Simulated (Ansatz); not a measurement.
# Cs on Ag(111): change of the work function, part 2 of 2

How does one ordered layer of Cs (fcc site) change the work function of Ag(111), and what dipole does each adsorbate carry?

Ansatz 0.2.0; plane-wave DFT, PBE, Ansatz PAW.

So far, work function, upper face (eV): step 2 (the clean slab) 4.47.

### 3. Adsorbate added

System of this step: Cs/Ag(111). The cell holds 17 atoms: 16 Ag and 1 Cs. Its edges and angles: a = 5.784 Å, b = 5.784 Å, c = 28.803 Å, α = 90.0°, β = 90.0°, γ = 60.0°. Vacuum lies along c.

The clean slab as it ended is repeated in the plane and the adsorbate is set on one face; the cell's size fixes the coverage, and the k-mesh shrinks with it to keep the sampling density about even. Adsorbate and upper layers relax, since the dipole depends on the height.

input.yaml

```yaml
crystal:
  lattice:
    - [5.7841334702, 1.0e-10, 0.0]
    - [2.892066735, 5.0092065241, 0.0]
    - [0.0, 0.0, 28.8034422724]
  atoms:
    - { symbol: Ag, position: [0.0, 0.0, 0.3124626534] }
    - { symbol: Ag, position: [0.1666666667, 0.1666666667, 0.3944446117] }
    - { symbol: Ag, position: [0.3333333333, 0.3333333333, 0.4773749922] }
    - { symbol: Ag, position: [0.0, 0.0, 0.5610871474] }
    - { symbol: Ag, position: [0.0, 0.5, 0.3124626534] }
    - { symbol: Ag, position: [0.1666666667, 0.6666666667, 0.3944446117] }
    - { symbol: Ag, position: [0.3333333333, 0.8333333333, 0.4773749922] }
    - { symbol: Ag, position: [0.0, 0.5, 0.5610871474] }
    - { symbol: Ag, position: [0.5, 0.0, 0.3124626534] }
    - { symbol: Ag, position: [0.6666666667, 0.1666666667, 0.3944446117] }
    - { symbol: Ag, position: [0.8333333333, 0.3333333333, 0.4773749922] }
    - { symbol: Ag, position: [0.5, 0.0, 0.5610871474] }
    - { symbol: Ag, position: [0.5, 0.5, 0.3124626534] }
    - { symbol: Ag, position: [0.6666666667, 0.6666666667, 0.3944446117] }
    - { symbol: Ag, position: [0.8333333333, 0.8333333333, 0.4773749922] }
    - { symbol: Ag, position: [0.5, 0.5, 0.5610871474] }
    - { symbol: Cs, position: [0.1666666667, 0.1666666667, 0.6875373466] }
kpoints:
  mp_grid: { grid: [6, 6, 1] }
hamiltonian:
  xc: pbe
scf:
  occupations: { method: fermi_dirac, width: 0.1 }
  convergence: { dr2_threshold: 1.0e-08 }
efield:
  axis: 3
  dipole_correction: true
  ramp_position: 0.97
  ramp_width: 0.06
relax:
  f_tol: 0.02
  max_steps: 60
  constraints: [{ sites: [0, 1, 4, 5, 8, 9, 12, 13] }]
output:
  dos: { projected: true, e_range: [-8, 4] }
  write_potential: true
  write_density: true
  volumetric_format: npy
  elf: true
```

Command:

```bash
> ansatz run input.yaml --threads 4 --pin off --max-ram 6144MiB --backend cpu --events-out ev --progress --plain --runs-dir out
```

Numbers of over 12 decimals in the logs are rounded to 6 here.

What it wrote:

```text
[...]
Crystal: 17 atoms, lattice volume = 834.549 Å³
Basis set: ecut = 420 eV, 16405 PW (Γ), exchange–correlation on 80×80×400 points (8 copies of the dense FFT grid, shifted against one another)
Bands: 188, of which v1, the nominal top of the filled ones, is band 157 counted from 1 (156 counted from 0)
Symmetry: 6 space group operations
[...]
k-points: 7 of 36 (time reversal used)
[...]
SCF iter   1: F=—  HF=-127117.656856 eV  |F-HF|=—  |Δ(HF+E_count)|=         —  Δρ=1.82e-3  dr2=5.76e-1  ethr=1.77e-3  p=0.371 e·Å  D=8.04e-2 V/Å  ΔV_dip=-2.32 eV  dr2_dipole=9.89e-2  V_vac-E_F(+/−)=2.02/4.34 eV  ⟨swp⟩=6.3  Hψ=5286  notcnv=0  defer=63
[...]
SCF iter  11: F=-127117.635381 eV  HF=-127117.635381 eV  |F-HF|=1.35e-9  |Δ(HF+E_count)|=   5.91e-9  Δρ=6.18e-7  dr2=7.34e-9  ethr=3.19e-12  p=0.375 e·Å  D=8.14e-2 V/Å  ΔV_dip=-2.34 eV  dr2_dipole=9.68e-13  V_vac-E_F(+/−)=2.05/4.40 eV  ⟨swp⟩=13.4  Hψ=9843  notcnv=0
SCF 1 converged in 11 iterations: F = -127117.635381 eV  dr2 = 7.34e-9
[...]
relax step   1: F+E_penalty+E_count = -127117.63538090 eV  Δ(F+E_penalty+E_count) = +0.000e0 eV  max|allowed force component| = 3.452e-1 eV/Å  Δτ_max = 0.0000 Å  (11 SCF iters, accepted)
[...]
SCF iter   8: F=-127117.658310 eV  HF=-127117.658310 eV  |F-HF|=1.75e-9  |Δ(HF+E_count)|=   2.08e-8  Δρ=8.27e-7  dr2=9.56e-9  ethr=3.19e-12  p=0.379 e·Å  D=8.22e-2 V/Å  ΔV_dip=-2.37 eV  dr2_dipole=1.67e-10  V_vac-E_F(+/−)=2.03/4.40 eV  ⟨swp⟩=13.7  Hψ=8887  notcnv=0
SCF 2 converged in 8 iterations: F = -127117.658310 eV  dr2 = 9.56e-9
relax step   2: F+E_penalty+E_count = -127117.65831029 eV  Δ(F+E_penalty+E_count) = -2.293e-2 eV  max|allowed force component| = 3.284e-1 eV/Å  Δτ_max = 0.0534 Å  (8 SCF iters, accepted)
SCF iter   1: F=—  HF=-127117.716741 eV  |F-HF|=—  |Δ(HF+E_count)|=         —  Δρ=8.25e-4  dr2=1.34e-2  ethr=6.13e-5  p=0.379 e·Å  D=8.22e-2 V/Å  ΔV_dip=-2.37 eV  dr2_dipole=1.53e-3  V_vac-E_F(+/−)=2.04/4.40 eV  ⟨swp⟩=5.9  Hψ=3118  notcnv=0  defer=85
[...]
SCF iter  10: F=-127117.714851 eV  HF=-127117.714851 eV  |F-HF|=1.16e-10  |Δ(HF+E_count)|=   3.01e-9  Δρ=4.32e-7  dr2=2.60e-9  ethr=3.19e-12  p=0.395 e·Å  D=8.56e-2 V/Å  ΔV_dip=-2.46 eV  dr2_dipole=4.39e-10  V_vac-E_F(+/−)=1.95/4.41 eV  ⟨swp⟩=13.1  Hψ=8746  notcnv=0
SCF 3 converged in 10 iterations: F = -127117.714851 eV  dr2 = 2.60e-9
[...]
relax step   3: F+E_penalty+E_count = -127117.71485063 eV  Δ(F+E_penalty+E_count) = -5.654e-2 eV  max|allowed force component| = 1.957e-1 eV/Å  Δτ_max = 0.1914 Å  (10 SCF iters, accepted)
[...]
relax step   4: F+E_penalty+E_count = -127117.73714304 eV  Δ(F+E_penalty+E_count) = -2.229e-2 eV  max|allowed force component| = 2.363e-2 eV/Å  Δτ_max = 0.1944 Å  (10 SCF iters, accepted)
SCF iter   1: F=—  HF=-127117.738324 eV  |F-HF|=—  |Δ(HF+E_count)|=         —  Δρ=2.87e-4  dr2=8.78e-4  ethr=1.26e-6  p=0.409 e·Å  D=8.88e-2 V/Å  ΔV_dip=-2.56 eV  dr2_dipole=1.67e-4  V_vac-E_F(+/−)=1.86/4.42 eV  ⟨swp⟩=3.7  Hψ=2913  notcnv=0  defer=95
[...]
SCF iter   9: F=-127117.737851 eV  HF=-127117.737851 eV  |F-HF|=3.06e-9  |Δ(HF+E_count)|=   1.37e-9  Δρ=5.38e-7  dr2=2.68e-9  ethr=3.19e-12  p=0.410 e·Å  D=8.89e-2 V/Å  ΔV_dip=-2.56 eV  dr2_dipole=1.86e-13  V_vac-E_F(+/−)=1.86/4.42 eV  ⟨swp⟩=12.0  Hψ=8407  notcnv=0
SCF 5 converged in 9 iterations: F = -127117.737851 eV  dr2 = 2.68e-9
relax step   5: F+E_penalty+E_count = -127117.73785109 eV  Δ(F+E_penalty+E_count) = -7.081e-4 eV  max|allowed force component| = 1.810e-3 eV/Å  Δτ_max = 0.0183 Å  (9 SCF iters, accepted)
NSCF: frozen V_eff on 7 k-points
[...]
WARN: The output density's exchange-correlation potential varies sharply where the density is thin. Do not read a vacuum level from v_tot or v_xc, or from such a field of the output density. On a cell that repeats whose density bears no net charge and no dipole along the vacuum's axis use v_es (v_loc + v_h of the components); under efield.dipole_correction with no amplitude use v_es + v_field, which holds any externa [...]
SCF converged after 9 iterations
Free energy (F): -127117.737851 eV
[...]
Internal energy: -127117.517457 eV  (E = F + TS)
E sigma→0 (E₀):  -127117.627654 eV
Entropy (-TS):   -0.220394 eV (-12.964 meV/atom)
Fermi energy:    4.299790 eV
Dipole field:    D = 0.088890 V/Å  (p = 0.409960 e·Å, saw-weighted, corrected)
Work function:   Φ+ = 1.8562 eV   Φ− = 4.4167 eV
[...]
--- Forces (eV/Å), atoms counted from 1 ---
  atom   1  Ag     0.00612618     0.00353695    -0.13347184
  atom   2  Ag     0.00000000     0.00000000     0.15788499
  atom   3  Ag     0.00048873     0.00028217    -0.00033902
  atom   4  Ag    -0.00076925    -0.00044413    -0.00129016
  atom   5  Ag     0.00000000    -0.00707390    -0.13347184
  atom   6  Ag     0.02121163    -0.01224654     0.12994045
  atom   7  Ag     0.00000000    -0.00056433    -0.00033902
  atom   8  Ag    -0.00000000     0.00088826    -0.00129016
  atom   9  Ag    -0.00612618     0.00353695    -0.13347184
  atom  10  Ag    -0.00000000     0.02449308     0.12994045
  atom  11  Ag    -0.00048873     0.00028217    -0.00033902
  atom  12  Ag     0.00076925    -0.00044413    -0.00129016
  atom  13  Ag    -0.00000000     0.00000000    -0.14083679
  atom  14  Ag    -0.02121163    -0.01224654     0.12994045
  atom  15  Ag    -0.00000000     0.00000000     0.00050288
  atom  16  Ag    -0.00000000     0.00000000    -0.00028452
  atom  17  Cs    -0.00000000     0.00000000    -0.00180988
  max |Σ_I F_I| component: 2.51e-5 eV/Å
--- Band table (eV; the first three rows and the last of 7) ---
  k-point 0: bands = [... 153 lower, 4.3421, 4.3479, 4.3479, 4.5762, 5.0427, 5.0865, 5.0865, 5.4767, ... 27 higher]
  k-point 1: bands = [... 153 lower, 3.6161, 4.1502, 4.1556, 4.2033, 4.7447, 4.7914, 4.8312, 4.9592, ... 27 higher]
  k-point 2: bands = [... 153 lower, 3.6516, 3.7847, 3.9806, 3.9825, 4.6251, 4.6448, 4.7761, 5.5307, ... 27 higher]
  k-point 6: bands = [... 153 lower, 1.7490, 3.1801, 3.1882, 3.2352, 5.1483, 5.1909, 5.2777, 5.7160, ... 27 higher]
--- Relaxed structure (5 steps of the walk, 5 accepted, 0 SCFs on fresh bases) ---
  F+E_penalty+E_count = -127117.73785109 eV   max|allowed force component| = 1.810e-3 eV/Å
  atoms:
[...]
- { symbol: Ag, position: [0.166667, 0.166667, 0.3944446117] }
    - { symbol: Ag, position: [0.333898, 0.333898, 0.477663] }
    - { symbol: Ag, position: [-0.00112111, -0.00112111, 0.560726] }
    - { symbol: Ag, position: [0.0, 0.500000, 0.3124626534] }
    - { symbol: Ag, position: [0.166667, 0.666667, 0.3944446117] }
    - { symbol: Ag, position: [0.333898, 0.832204, 0.477663] }
    - { symbol: Ag, position: [-0.00112111, 0.502242, 0.560726] }
    - { symbol: Ag, position: [0.5, -1.7959490104895715e-17, 0.3124626534] }
    - { symbol: Ag, position: [0.666667, 0.166667, 0.3944446117] }
    - { symbol: Ag, position: [0.832204, 0.333898, 0.477663] }
    - { symbol: Ag, position: [0.502242, -0.00112111, 0.560726] }
    - { symbol: Ag, position: [0.500000, 0.500000, 0.3124626534] }
    - { symbol: Ag, position: [0.666667, 0.666667, 0.3944446117] }
    - { symbol: Ag, position: [0.833333, 0.833333, 0.476617] }
    - { symbol: Ag, position: [0.500000, 0.500000, 0.564695] }
    - { symbol: Cs, position: [0.166667, 0.166667, 0.671651] }
```

Elapsed: 44 s, on 4 threads of AMD EPYC 9R45, shared host; peak memory 3.7 GiB.

Relaxation path:

| step | energy less that of the first step (eV) | largest force component (eV/Å) |
| --- | --- | --- |
| 1 | 0.0000 | 0.3452 |
| 2 | -0.0229 | 0.3284 |
| 3 | -0.0795 | 0.1957 |
| 4 | -0.1018 | 0.0236 |
| 5 | -0.1025 | 0.0018 |

The run keeps the 6 symmetry operations that it works with, so distortions that break them were not tested.

The atoms that moved most (Å):

| atom | dx | dy | dz | length |
| --- | --- | --- | --- | --- |
| Cs17 | 0.000 | 0.000 | -0.458 | 0.458 |
| Ag16 | 0.000 | 0.000 | 0.104 | 0.104 |
| Ag15 | 0.000 | 0.000 | -0.022 | 0.022 |
| Ag4 | -0.010 | -0.006 | -0.010 | 0.015 |
| Ag12 | 0.010 | -0.006 | -0.010 | 0.015 |
| Ag8 | 0.000 | 0.011 | -0.010 | 0.015 |
| Ag11 | -0.005 | 0.003 | 0.008 | 0.010 |
| Ag7 | 0.000 | -0.006 | 0.008 | 0.010 |

Final coordinates:

```xyz
17
Lattice="5.7841 0.0000 0.0000 2.8921 5.0092 0.0000 0.0000 0.0000 28.8034" Properties=species:S:1:pos:R:3
Ag    0.0000    0.0000    9.0000
Ag    1.4460    0.8349   11.3614
Ag    2.8970    1.6726   13.7583
Ag   -0.0097   -0.0056   16.1508
Ag    1.4460    2.5046    9.0000
Ag    2.8921    3.3395   11.3614
Ag    4.3381    4.1687   13.7583
Ag    1.4460    2.5158   16.1508
Ag    2.8921    0.0000    9.0000
Ag    4.3381    0.8349   11.3614
Ag    5.7792    1.6726   13.7583
Ag    2.9018   -0.0056   16.1508
Ag    4.3381    2.5046    9.0000
Ag    5.7841    3.3395   11.3614
Ag    7.2302    4.1743   13.7282
Ag    4.3381    2.5046   16.2652
Cs    1.4460    0.8349   19.3459
```

Numbers from this step:

```
energy at zero smearing        : -127117.6277 eV
work function, upper face      : 1.856 eV
work function, lower face      : 4.417 eV
dipole along the normal        : 0.4100 e·Å
step between the vacuum levels : -2.560 eV
```

Running mean over 2.361 Å of the planar mean; the ramp of the sawtooth is left out. Electron's electrostatic potential energy less the Fermi level against z:

| z (Å) | electron's electrostatic potential energy less the Fermi level (eV) |
| --- | --- |
| 4 | 4.42 |
| 5 | 4.41 |
| 6 | 4.34 |
| 7 | 3.44 |
| 8 | -2.29 |
| 9 | -5.89 |
| 10 | -6.06 |
| 11 | -6.08 |
| 12 | -5.94 |
| 13 | -5.89 |
| 14 | -5.97 |
| 15 | -5.61 |
| 16 | -5.92 |
| 17 | -3.91 |
| 18 | 0.103 |
| 19 | -1.30 |
| 20 | -1.45 |
| 21 | 0.375 |
| 22 | 1.47 |
| 23 | 1.74 |
| 24 | 1.82 |
| 25 | 1.85 |

The density of states has structure finer than the step of the table below, so its rows give means over 0.25 eV, whole bins alone (the curve runs from -8 to 1.98 eV). Peaks (eV: height): -4.600: 118, -4.420: 73.7, -4.210: 73.0, -3.940: 77.0, -3.430: 74.2, -3.100: 92.2, -2.980: 91.7.

Table of density of states by energy, zero at the Fermi level; means over each step:

| energy (eV) | density of states (states/eV a cell) |
| --- | --- |
| -7.50 | 0 |
| -7.25 | 0.875 |
| -7.00 | 1.13 |
| -6.75 | 1.33 |
| -6.50 | 2.07 |
| -6.25 | 7.11 |
| -6.00 | 32.5 |
| -5.75 | 52.0 |
| -5.50 | 42.2 |
| -5.25 | 37.6 |
| -5.00 | 40.4 |
| -4.75 | 54.7 |
| -4.50 | 71.8 |
| -4.25 | 46.2 |
| -4.00 | 50.6 |
| -3.75 | 52.0 |
| -3.50 | 58.4 |
| -3.25 | 50.8 |
| -3.00 | 57.0 |
| -2.75 | 6.42 |
| -2.50 | 4.85 |
| -2.25 | 2.43 |
| -2.00 | 5.11 |
| -1.75 | 4.24 |
| -1.50 | 2.81 |
| -1.25 | 4.48 |
| -1.00 | 5.38 |
| -0.75 | 5.04 |
| -0.50 | 4.20 |
| -0.25 | 3.48 |
| 0.00 | 6.79 |
| 0.25 | 7.40 |
| 0.50 | 7.72 |
| 0.75 | 6.39 |
| 1.00 | 5.40 |
| 1.25 | 5.64 |
| 1.50 | 10.2 |
| 1.75 | 7.68 |

Projected DOS per atom over height of the atomic layer and energy from the Fermi level. Layers: Ag4 Ag4 Ag4 Ag4 Cs from below.

Values in states/eV, 22 rows by 5 columns, each cell a mean:
```
0.18 0.15 0.15 0.13 0.25
0.12 0.18 0.19 0.12 0.24
0.14 0.17 0.15 0.12 0.80
0.31 0.22 0.21 0.33 0.79
0.25 0.23 0.25 0.23 0.59
0.18 0.22 0.22 0.17 0.34
0.32 0.20 0.21 0.32 0.26
0.20 0.18 0.17 0.21 0.18
0.26 0.28 0.31 0.26 0.09
0.18 0.14 0.14 0.19 0.03
1.14 1.33 1.30 0.78 0.06
3.61 3.61 3.56 3.04 0.04
3.99 2.62 3.05 4.09 0.05
3.78 2.28 2.50 4.08 0.05
3.76 3.93 3.67 3.91 0.02
2.10 2.21 2.43 2.42 0.01
2.73 2.90 2.88 2.98 0.02
1.45 3.37 2.92 1.34 0.02
0.12 0.33 0.28 0.12 0.01
0.04 0.13 0.11 0.03 0.00
0.02 0.06 0.05 0.01 0.00
0.00 0.00 0.00 0.00 0.00
```
Columns: height of the atomic layer (Å) from 9 to 19.3 (not evenly spaced); rows upwards: energy from the Fermi level (eV) from -7.96 to 1.95.

ELF in the ca plane at fractional y = 0.167, with atoms of Ag and Cs within 0.2 Å of it. It is the smooth field of the valence electrons, not physical close to the nuclei.

Ten even steps from '0' (0.01) to '9' (0.88), each cell a mean:
```
21111111123432112332210037888630000111100000
21111111123432112332221002343100000111100000
11233321112221112222221000000000001221100000
11356642111111111112222100000000112221100000
22469853122111111222222110000001222221100000
11368752122111111122222110000001122221100000
11245532112221111222221100000000011221100000
11122221123322112332221000111000001111100000
21111111123432112333221014665310000111100000
11122221123322112332210169999741000011100000
11245532112221111222210499889973000011100000
11368752121111111122211797228985100011100000
22479853122111111222211796007985100011100000
11356642111111111122211698569984100011100000
11233321112221112222210389999862000011100000
```
Columns run along c (16.0 Å, from fractional 0.34 to 0.90 of the cell), rows up along a (5.8 Å). Atoms in or near the plane, at fractional coordinates: Ag at (0.39, 0.17), Ag at (0.39, 0.67), Cs at (0.67, 0.17).

Electrostatic potential energy in the ca plane at fractional y = 0.167, with atoms of Ag and Cs within 0.2 Å of it. With pseudopotentials it is smooth inside the atoms' cores, unlike the true potential.

Values in eV, 8 rows by 16 columns, each cell a mean:
```
  4   3   5  -2  -8   3 -10   3   5   1   2   5   6   7   7   7
  3 -14  -4   3   1   5   0   6   7   6   6   6   7   7   7   7
 -1 -25 -15   6   6   7   6   7   7   7   6   6   7   7   7   7
  3 -16  -5   3   1   6   0   6   7   6   6   6   7   7   7   7
  4   3   5  -2  -8   3 -10   3   6   1   3   5   6   7   7   7
  3 -14  -4   3   1   6   0   5   1 -18 -12   4   6   7   7   7
 -1 -25 -15   6   6   7   6   6  -5 -20 -18   3   6   7   7   7
  3 -16  -5   3   2   6   1   5   0 -19 -13   4   6   7   7   7
```
Columns run along c (16.0 Å, from fractional 0.34 to 0.90 of the cell; values clipped at the 3rd and 97th percentile), rows up along a (5.8 Å). Atoms in or near the plane, at fractional coordinates: Ag at (0.39, 0.17), Ag at (0.39, 0.67), Cs at (0.67, 0.17).

Valence density in the ca plane at fractional y = 0.167, with atoms of Ag and Cs within 0.2 Å of it. It is the smooth field of the valence electrons, not physical close to the nuclei.

Ten steps, logarithmic in the rise over the least value, from '0' (0 e/Å³) to '9' (18 e/Å³), each cell a mean:
```
21112111124432113443100011221000000000000000
21112111124432113443100000000000000000000000
11234431122321112332100000000000000000000000
11478852111111111111100000000000000000000000
12589973111111001111000000000000000000000000
12489963111111011111000000000000000000000000
11356642112221111221100000000000000000000000
11123321123432112342100000000000000000000000
21111111124432113443100001111000000000000000
11123321123432112332100012332100000000000000
11356642112221111221100133443210000000000000
12489963111111011111000234334310000000000000
12589973111111001111001233124320000000000000
11478852111111111111100134334310000000000000
11234421112321112332100123333210000000000000
```
Columns run along c (16.0 Å, from fractional 0.34 to 0.90 of the cell), rows up along a (5.8 Å). Atoms in or near the plane, at fractional coordinates: Ag at (0.39, 0.17), Ag at (0.39, 0.67), Cs at (0.67, 0.17).

The relaxation took 5 steps and lowered the energy by 0.10 eV; the largest force on the free atoms ends at 0.0018 eV/Å.

By hand: a sheet of dipoles makes a step −p/(ε₀A) in the electron's potential. With e/ε₀ = 180.95 V·Å, p = 0.4100 e·Å and A = 28.97 Å², that is −180.95 × (0.4100) / 28.97 = -2.560 eV, and the two vacuum levels of the run differ by -2.560 eV.

The covered face has 1.86 eV, -2.61 eV against the clean one; the bare back face has moved by -0.03 eV, a measure of how thin the slab is.

### 4. Work function against coverage

This step: plane-wave DFT, PBE, Ansatz PAW; work function against coverage (Ansatz 0.2.0).

The runs are now put side by side.

Numbers from this step:

```yaml
work_function_of_the_clean_face: 4.469 eV
largest_change_of_the_work_function: -2.613 eV
```

Work function of the covered face against coverage:

| coverage (adsorbates/nm²) | work function of the covered face (eV) |
| --- | --- |
| 0.00 | 4.47 |
| 3.45 | 1.86 |

The dipole per adsorbate comes from the change of the cell's dipole. Coverage, by row:

| coverage (1/nm²) | coverage (ML) | work function (eV) | change (eV) | dipole per adsorbate, positive end outwards (debye) | mean height of the added atoms over the highest substrate atom (Å) |
| --- | --- | --- | --- | --- | --- |
| 3.451 | 0.25 | 1.856 | -2.613 | 1.984 | 3.081 |

### 5. Outcome

```json
{
 "work function of the clean face": "4.47 eV",
 "work function at 0.25 ML": "1.86 eV",
 "dipole per adsorbate at 0.25 ML, positive end outwards": "1.98 D"
}
```

In words: Cs lowers the work function of Ag(111) at the lowest coverage, by 2.61 eV: the adsorbate layer has its positive end outwards. One coverage alone was completed, so no trend follows. The slab has 4 layers, at the tabulated experimental lattice constant, one starting site was run, and quantum-size effects of a slab this thin can reach one or two tenths of an eV.

[Logs are printed without paths, hosts, clocks, repeated set-up lines and the standing remarks that a program may print on its own settings, such as how far it seeks lower states.]

[Hosts, paths, dates, database ids (printed as entryN), source tags and the programs' standing remarks are cut or masked in the printed files.]

[Maps of the electrostatic potential energy from Ansatz leave out the sawtooth potential of an applied field or a dipole correction, so their vacuum need not be flat; planar profiles and work functions include it.]

[The density of states shown here was stored with 400 of the rows of the run's finer table, so its peaks can read low, often by over a quarter, or be missed, and its means over a window can be off by a tenth or more.]
